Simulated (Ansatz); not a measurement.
# HoAl3: which shell does photoemission see at 21.2 and 150 eV? (LDA)

The valence band of HoAl3 mixes several shells. Work out by hand which one leads the spectrum's area at each photon energy.

Filled states come from the projected DOS of Ansatz 0.2.0 (LDA+U, plane waves); cross sections σ and asymmetry parameters β are those of free atoms in a Dirac–Hartree–Slater calculation. A shell's area is states × σ × angular factor, which is 1 − β·P₂(cos θ)/2 for unpolarised light, with θ = 54.7° from the beam and P₂ = 0.001.

**At 21.2 eV** (states counted from 11.2 eV below the zero; other shells add 0.78 to the products' sum of 10.1):

| shell | filled states a cell | cross section (Mb an electron) | β | angular factor | product | share by hand (%) | share in the simulated spectrum (%) |
| --- | --- | --- | --- | --- | --- | --- | --- |
| Ho 5d | 3.45 | 2.31 | 0.61 | 1.00 | 7.97 | 79 | 79 |
| Ho 4f | 10.02 | 0.132 | 1.70 | 1.00 | 1.32 | 13 | 13 |

**At 150 eV** (states counted from 25.6 eV below the zero; other shells add 0.35 to the products' sum of 6.16):

| shell | filled states a cell | cross section (Mb an electron) | β | angular factor | product | share by hand (%) | share in the simulated spectrum (%) |
| --- | --- | --- | --- | --- | --- | --- | --- |
| Ho 5d | 3.46 | 0.0031 | 0.32 | 1.00 | 0.0107 | 0 | 0 |
| Ho 4f | 10.02 | 0.579 | 0.38 | 1.00 | 5.8 | 94 | 94 |

Ho 5d leads at 21.2 eV and Ho 4f at 150 eV. Between the two energies σ of Ho 5d changes by a factor 0.0013 and that of Ho 4f by 4.4, so their ratio moves 3268-fold in favour of the second. The simulated spectrum uses the same rule on the energy-resolved DOS, so the two share columns agree within a few points.

Only crystals where the two columns agree within 4 points and the lead is clear are worked in this form. Free-atom cross sections ignore the solid's final states, no escape depth or background enters, and the count of states a shell hangs on the projection.
